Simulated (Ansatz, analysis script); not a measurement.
# Free-standing square Ir monolayer, spacing 2.603 Å: where the moment collapses, part 2 of 2

How do the moments of a free-standing square Ir monolayer, spacing 2.603 Å answer to compression and expansion?

Ansatz 0.2.0; PBE, PAW set soft_1.

So far. Step 4 (Factor 0.8, typed moments): It ends non-magnetic, with 0 μB on the largest site. Step 5 (Factor 0.8, starting moments cut to 30 %): It ends non-magnetic, with 0 μB on the largest site.

**6. Factor 0.94, typed moments**

Level of this step: Ansatz DFT, collinear, cell scaled along its periodic directions; PBE, PAW set soft_1; PAW set soft_1 (Ansatz).

The density is converged from the given moments; the state reached depends on that start.

input.yaml reads:

```yaml
crystal:
  lattice:
    - [2.52370213, 0.0, 0.0]
    - [0.0, 2.52370213, 0.0]
    - [0.0, 0.0, 14.0]
  atoms:
    - { symbol: Ir, position: [0.0, 0.0, 0.5], spin: 1.0 }
magnetization:
  spin_polarized: true
kpoints:
  mp_grid: { grid: [22, 22, 1] }
hamiltonian:
  xc: pbe
  pseudopotentials: { kind: paw, azcp: { folder: soft_1 } }
scf:
  occupations: { method: fermi_dirac, width: 0.05 }
  max_iter: 120
  convergence: { dr2_threshold: 1.0e-08 }
  lower_state_search: "off"
basis:
  ecutwfc: 420.0
output:
  stress: true
```

The run is started by

```bash
$ ansatz run input.yaml --threads 1 --pin off --max-ram 2560MiB --backend cpu --events-out ev --progress --plain --runs-dir out
```

Numbers of over 12 decimals in the logs are rounded to 6 here.

The log of the run:

```text
[...]
Crystal: 1 atoms, lattice volume = 89.167 Å³
Basis set: ecut = 420 eV, 1735 PW (Γ)
Bands: 13, of which v1, the nominal top of the filled ones, is band 9 counted from 1 (8 counted from 0)
Symmetry: 16 space group operations
[...]
k-points: 78 of 484
[...]
Internal energy: -11934.659838 eV  (E = F + TS)
E sigma→0 (E₀):  -11934.669024 eV
Entropy (-TS):   -0.018371 eV (-18.371 meV/atom)
Fermi energy:    -1.078846 eV
[...]
--- Stress (GPa, compression-positive) ---
       -4.230266      -0.000000       0.000000
       -0.000000      -4.230266       0.000000
        0.000000       0.000000      -0.000279
  P = ⅓ Tr σ = -2.8203 GPa (-28.203 kbar)
[key lines of the parts left out:]
SCF converged after 19 iterations
Magnetization: 0.0000 μB (8.5000 up, 8.5000 down)
Free energy (F): -11934.678210 eV
```

It took 36 s on 1 thread of Intel Xeon at 2.50GHz (Skylake/Cascade Lake), shared host; peak memory 0.43 GiB.

It ends non-magnetic, with 0 μB on the largest site.

**7. Factor 1.07, typed moments**

input.yaml, as its differences from that of step 6:

```diff
@@ -2,4 +2,4 @@
   lattice:
-    - [2.52370213, 0.0, 0.0]
-    - [0.0, 2.52370213, 0.0]
+    - [2.69256414, 0.0, 0.0]
+    - [0.0, 2.69256414, 0.0]
     - [0.0, 0.0, 14.0]
```

The log of the run:

```text
[...]
Crystal: 1 atoms, lattice volume = 101.499 Å³
Basis set: ecut = 420 eV, 2003 PW (Γ)
Bands: 13, of which v1, the nominal top of the filled ones, is band 9 counted from 1 (8 counted from 0)
Symmetry: 16 space group operations
[...]
k-points: 78 of 484
[...]
Internal energy: -11934.110147 eV  (E = F + TS)
E sigma→0 (E₀):  -11934.121690 eV
Entropy (-TS):   -0.023087 eV (-23.087 meV/atom)
Fermi energy:    -1.742170 eV
[...]
--- Stress (GPa, compression-positive) ---
       -8.842001      -0.000000       0.000000
       -0.000000      -8.842001       0.000000
        0.000000       0.000000      -0.000181
  P = ⅓ Tr σ = -5.8947 GPa (-58.947 kbar)
[key lines of the parts left out:]
SCF converged after 19 iterations
Magnetization: 0.3826 μB (8.6913 up, 8.3087 down)
Free energy (F): -11934.133234 eV
```

Run time: 40 s. Hardware: 1 thread; peak memory 0.44 GiB.

It ends ferromagnetic, with 0.325 μB on the largest site.

**8. Factor 1.25, typed moments**

input.yaml, as its differences from that of step 7:

```diff
@@ -2,4 +2,4 @@
   lattice:
-    - [2.69256414, 0.0, 0.0]
-    - [0.0, 2.69256414, 0.0]
+    - [2.91024247, 0.0, 0.0]
+    - [0.0, 2.91024247, 0.0]
     - [0.0, 0.0, 14.0]
```

The log of the run:

```text
[...]
Crystal: 1 atoms, lattice volume = 118.573 Å³
Basis set: ecut = 420 eV, 2291 PW (Γ)
Bands: 13, of which v1, the nominal top of the filled ones, is band 9 counted from 1 (8 counted from 0)
Symmetry: 16 space group operations
[...]
k-points: 78 of 484
[...]
Internal energy: -11933.219395 eV  (E = F + TS)
E sigma→0 (E₀):  -11933.229443 eV
Entropy (-TS):   -0.020096 eV (-20.096 meV/atom)
Fermi energy:    -1.987145 eV
[...]
--- Stress (GPa, compression-positive) ---
       -8.206640       0.000000       0.000000
        0.000000      -8.206640       0.000000
        0.000000       0.000000      -0.000172
  P = ⅓ Tr σ = -5.4712 GPa (-54.712 kbar)
[key lines of the parts left out:]
SCF converged after 17 iterations
Magnetization: 1.7871 μB (9.3936 up, 7.6064 down)
Free energy (F): -11933.239491 eV
```

Elapsed: 38 s, on 1 thread; peak memory 0.48 GiB.

It ends ferromagnetic, with 1.62 μB on the largest site.

**9. Factor 1.36, no spin**

input.yaml, the sections that differ from step 8:

```yaml
crystal:
  lattice:
    - [3.03559356, 0.0, 0.0]
    - [0.0, 3.03559356, 0.0]
    - [0.0, 0.0, 14.0]
  atoms:
    - { symbol: Ir, position: [0.0, 0.0, 0.5] }
scf:
  occupations: { method: fermi_dirac, width: 0.05 }
  max_iter: 120
  convergence: { dr2_threshold: 1.0e-08 }
# kpoints, hamiltonian, basis, output: as in step 8
# magnetization: removed
```

The log of the run:

```text
[...]
Crystal: 1 atoms, lattice volume = 129.008 Å³
Basis set: ecut = 420 eV, 2471 PW (Γ)
Bands: 13, of which v1, the nominal top of the filled ones, is band 9 counted from 1 (8 counted from 0)
Symmetry: 16 space group operations
[...]
k-points: 78 of 484
[...]
SCF iter   8: F=-11932.506947 eV  HF=-11932.506947 eV  |F-HF|=1.86e-8  |Δ(HF+E_count)|=   9.28e-7  Δρ=3.18e-6  dr2=8.35e-9  ethr=5.88e-11  ⟨swp⟩=3.9  Hψ=4226  notcnv=0
SCF 1 converged in 8 iterations: F = -11932.506947 eV  dr2 = 8.35e-9
[...]
SCF converged after 8 iterations
Free energy (F): -11932.506947 eV
[...]
Internal energy: -11932.461799 eV  (E = F + TS)
E sigma→0 (E₀):  -11932.484373 eV
Entropy (-TS):   -0.045148 eV (-45.148 meV/atom)
Fermi energy:    -2.701991 eV
[...]
--- Stress (GPa, compression-positive) ---
       -8.866122       0.000000       0.000000
        0.000000      -8.866122       0.000000
        0.000000       0.000000      -0.000160
  P = ⅓ Tr σ = -5.9108 GPa (-59.108 kbar)
```

It took 14 s on 1 thread; peak memory 0.42 GiB.

This is the reference without moments at this size.

18 more runs differ from these in the same keys alone and are tabled below.

**10. The curves**

| factor | E typed (meV/atom) | E small | E no spin | largest moment, typed (μB) | small | state, typed | state, small |
| --- | --- | --- | --- | --- | --- | --- | --- |
| 0.8 | 276.7 | 276.7 | 276.7 | 0.00 | 0.00 | non-magnetic | non-magnetic |
| 0.87 | 0.0 | 0.0 | 0.0 | 0.00 | 0.00 | non-magnetic | non-magnetic |
| 0.94 | 61.8 | 61.8 | 61.8 | 0.00 | 0.00 | non-magnetic | non-magnetic |
| 1 | 269.0 | 269.0 | 269.0 | 0.00 | 0.00 | non-magnetic | non-magnetic |
| 1.07 | 606.8 | 606.8 | 607.7 | 0.33 | 0.33 | ferromagnetic | ferromagnetic |
| 1.15 | 1011.7 | 1011.7 | 1053.8 | 1.42 | 1.42 | ferromagnetic | ferromagnetic |
| 1.25 | 1500.5 | 1500.5 | 1629.5 | 1.62 | 1.62 | ferromagnetic | ferromagnetic |
| 1.36 | 2022.0 | 2022.0 | 2233.1 | 1.74 | 1.74 | ferromagnetic | ferromagnetic |

**11. Results**

```yaml
lowest_run: factor 0.87, typed moments
largest_moment_typed_start: 0 μB at 0.8 to 1.74 μB at 1.36
gain_by_magnetism: 0.0 to 211.0 meV/atom
```

**Reading.** From a factor of 0.8 to 1.36 the largest moment goes from 0 to 1.74 μB. The moment is lost at factors of 1 or less among those run. Site moments are taken in spheres that grow with the cell. It rises fastest, by 1.1 μB between 1.07 and 1.15; the grid is too coarse to tell a step from a steep rise. Both magnetic starts, which share one pattern of signs, end on one state at every size; other orders were not tried. The cell's shape and the atoms were not relaxed. The 24 scaled-cell runs took 12 min of wall time, added up.

[Logs and program files are shortened in this print: banners, set-up blocks, solver, clock and traceback lines can be left out without a mark of their own.]

[Logs are printed without paths, hosts, clocks, repeated set-up lines and the standing remarks that a program may print on its own settings, such as how far it seeks lower states.]

[Hosts, paths, dates, database ids (printed as entryN), source tags and the programs' standing remarks are cut or masked in the printed files.]

[Where the input sets lower_state_search to off, the program did not look for lower states, so one may exist.]
